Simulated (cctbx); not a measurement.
# Lattice, Laue class and space group of a new crystal

Cell: a = 6.6410 Å, b = 13.3360 Å, c = 10.0440 Å, α = 90.00°, β = 107.01°, γ = 90.00°. Expected content of the cell: Ir4 Br20 Mg4.

The data are simulated with cctbx, not measured: synchrotron X-rays, λ = 0.6889 Å, to d = 0.75 Å, 95 % of the full sphere, strongest reflection 20000 counts, noise from counting, a 1.5 % proportional error and a noise floor of 4 counts (s.d.); no absorption.

A first pass over the reflections prints:

```text
7993 reflections to d = 0.750 A
centring   violations  <I/sigma> of those
    A       3336 of  4008     19.3
    B       3414 of  4011     19.5
    C       3452 of  4007     19.7
    I       3384 of  3991     19.5
    R       4467 of  5302     19.5
    F       5101 of  6013     19.5
Laue class    unique    Rint  (classes that these axes allow; Friedel mates merged)
P -1             4209   0.017
P 1 2/m 1        2207   0.021
space group    extra absences  I>4sigma  <I/sigma>
P 1 2 1                 0          0         -  acentric
P 1 21 1               18          0       0.0  acentric
P 1 m 1                 0          0         -  acentric
P 1 c 1               164          0       0.1  acentric
P 1 2/m 1               0          0         -  centric
P 1 21/m 1             18          0       0.0  centric
P 1 2/c 1             164          0       0.1  centric
P 1 21/c 1            182          0       0.1  centric
Wilson B = 0.29 A^2   <|E^2-1|> = 0.958 (0.968 centric, 0.736 acentric)   E^2>4: 4.4 %
shell (A)         n   <I/sigma>
13.34 - 1.50    288     40.6
 1.50 - 1.19    283     37.1
 1.19 - 1.04    270     37.4
 1.04 - 0.94    269     31.7
 0.94 - 0.88    287     31.1
 0.88 - 0.83    261     31.9
 0.83 - 0.78    275     30.5
 0.78 - 0.75    274     28.1
```

**Question.** What are the lattice type, the Laue class and the likely space group?

Every centring test has many violations, so the lattice is primitive.

Rint stays low (0.017 to 0.021) up to P 1 2/m 1, the highest class in these axes.

8 settings pass the absence test. The most absences obeyed, 182, belong to P 1 21/c 1 alone.

⟨|E²−1|⟩ = 0.958 leans to a centrosymmetric structure. The Wilson B of 0.29 Å² means U ≈ 0.0037 Å².

The true group is P2_1/c (no. 14), Laue class 2/m, centrosymmetric. The tables fix it.

The model is made up (kin elements in a known structure type, no relaxation), so it says nothing on whether the phase exists.

[Logs are printed without paths, hosts, clocks, repeated set-up lines and the standing remarks that a program may print on its own settings, such as how far it seeks lower states.]
